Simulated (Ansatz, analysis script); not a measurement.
# Calculated records

```json
{"subject": "YCo4B: how near to magnetism", "lattice_ang": [[5.02, 0.0, 0.0], [-2.51, 4.3474, 0.0], [0.0, 0.0, 6.893]], "atoms": [["Y", 0.0, 0.0, 0.5], ["Y", 0.0, 0.0, 0.0], ["Co", 0.3333, 0.6667, 0.0], ["Co", 0.6667, 0.3333, 0.0], ["Co", 0.5, 0.0, 0.283], ["Co", 0.5, 0.5, 0.283], ["Co", 0.0, 0.5, 0.283], ["Co", 0.0, 0.5, 0.717], ["Co", 0.5, 0.5, 0.717], ["Co", 0.5, 0.0, 0.717], ["B", 0.3333, 0.6667, 0.5], ["B", 0.6667, 0.3333, 0.5]], "method": "PBEsol, PAW set soft_1 (files made for PBE); collinear runs at fixed total moment and in a field on the spins (and 4 further levels or steps)", "program": "Ansatz 0.2.0 and analysis script 1", "settings_of_one_run": "cutoff 420 eV, 9×9×6 k-mesh, Fermi-Dirac occupations, smearing width 0.05 eV", "notes": "In doubt: warnings of the run leave room for a lower electronic state (Ansatz, analysis script), so energies may not be the lowest and differences between runs may mislead. The program’s warnings: negative dielectric reading. Among the fixed moments, E(M) falls 472 meV below the state without spin and is lowest near 6.667 μB on this grid. In doubt: the program’s search for lower states was switched off, so a lower magnetic state than those reached may exist.", "results": {"state_of_the_free_run": "ferromagnetic", "net_moment_of_the_free_run": "7.35 μB", "energy_of_the_free_run_from_the_state_without_spin": "-490 meV a cell", "lowest_of_the_fixed_moments_tried": "M = 6.667 μB, -472 meV", "dm_db_between_0_and_300_t": "0.539 μB a cell per 1000 T"}}
```

[Logs and program files are shortened in this print: banners, set-up blocks, solver, clock and traceback lines can be left out without a mark of their own.]

[Logs are printed without paths, hosts, clocks, repeated set-up lines and the standing remarks that a program may print on its own settings, such as how far it seeks lower states.]

[Hosts, paths, dates, database ids (printed as entryN), source tags and the programs' standing remarks are cut or masked in the printed files.]
